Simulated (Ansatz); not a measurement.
## Finding the fault: (8,0) carbon nanotube bundle (64 atoms)

Program: Ansatz 0.2.0. The cell: 64 C.

The input, input.yaml:

```yaml
crystal:
  lattice:
    - [9.56434, 0.0, 0.0]
    - [-4.78217, 8.28296, 0.0]
    - [0.0, 0.0, 8.52169]
  atoms:
    - { symbol: C, position: [0.32989, 0.00214, 0.16763] }
    - { symbol: C, position: [0.37196, 0.13834, 0.07645] }
    - { symbol: C, position: [0.372, 0.26594, 0.16499] }
    - { symbol: C, position: [0.29776, 0.34824, 0.07923] }
    - { symbol: C, position: [0.37327, 0.14929, 0.42079] }
    - { symbol: C, position: [0.36458, 0.26841, 0.33531] }
    - { symbol: C, position: [0.18914, 0.37689, 0.17225] }
    - { symbol: C, position: [0.05493, 0.35056, 0.08366] }
    - { symbol: C, position: [0.29598, 0.34861, 0.42169] }
    - { symbol: C, position: [0.18537, 0.3728, 0.33353] }
    - { symbol: C, position: [0.89832, 0.26081, 0.16479] }
    - { symbol: C, position: [0.76595, 0.14247, 0.08556] }
    - { symbol: C, position: [0.04615, 0.35063, 0.41886] }
    - { symbol: C, position: [0.90396, 0.27095, 0.32842] }
    - { symbol: C, position: [0.6794, 0.00378, 0.16413] }
    - { symbol: C, position: [0.62351, 0.85599, 0.08367] }
    - { symbol: C, position: [0.76806, 0.1402, 0.4166] }
    - { symbol: C, position: [0.67872, 0.00331, 0.33809] }
    [... 40 atom lines left out ...]
    - { symbol: C, position: [0.09809, 0.73195, 0.66461] }
    - { symbol: C, position: [0.23169, 0.85578, 0.58395] }
    - { symbol: C, position: [0.94294, 0.64737, 0.91962] }
    - { symbol: C, position: [0.09627, 0.73908, 0.83159] }
    - { symbol: C, position: [0.23108, 0.85689, 0.92138] }
    - { symbol: C, position: [0.32293, 0.004, 0.83505] }
kpoints:
  mp_grid: { grid: [2, 2, 2] }
hamiltonian:
  xc: pbe
  dispersion: d3bj
scf:
  occupations: { method: fermi_dirac, width: 0.05 }
  eigensolver: { kind: { support_functions: { accuracy: medium, radius: 2.92 } } }
  max_iter: 150
output:
  forces: true
  eigenvalues: true
```

On the command line:

```sh
ansatz run input.yaml --threads 4 --pin off --max-ram 8192MiB --backend cpu --events-out ev --progress --plain --runs-dir out
```

What it wrote:

```text
Warning: scf.eigensolver.kind.support_functions: disabling space-group detection — the functions' gradient is summed over unrotated k-points, so no spatial operation reduces the k-mesh or symmetrises the density; time reversal is kept, so that k and −k are solved as one point where they differ and the mesh holds both, and exact exchange and, on two spinor components, a DFT+U term hold to it where the run has them: [...]
settings of this run that can trade accuracy for cost: scf.eigensolver.kind.support_functions [...]
Engine: ansatz 0.2.0, aarch64-unknown-linux-gnu
Pseudopotentials: kind: paw
Pseudopotential: C, paw, valence charge 4, recommended cutoff 420 eV (normal), C.paw.azcp
[... 5 lines on functional and potentials left out ...]
Error: SCF: the radius of support functions is under 3.27 Å, the least for these sites at the functions' level (scf.eigensolver.kind.support_functions.accuracy). Use scf.eigensolver.kind: auto, or type scf.eigensolver.kind.support_functions.radius at least as long, [...]
```

Run time: 0.57 s. Hardware: 4 threads of Arm Neoverse V2, shared host; peak memory 0.17 GiB.

Q: Name the fault and the fix.

A radius under the least that the level allows: support_functions.radius = 2.92.

The fix is to use a longer radius.

The run ended with an error.

[Logs are printed without paths, hosts, clocks, repeated set-up lines and the standing remarks that a program may print on its own settings, such as how far it seeks lower states.]

[Hosts, paths, dates, database ids (printed as entryN), source tags and the programs' standing remarks are cut or masked in the printed files.]
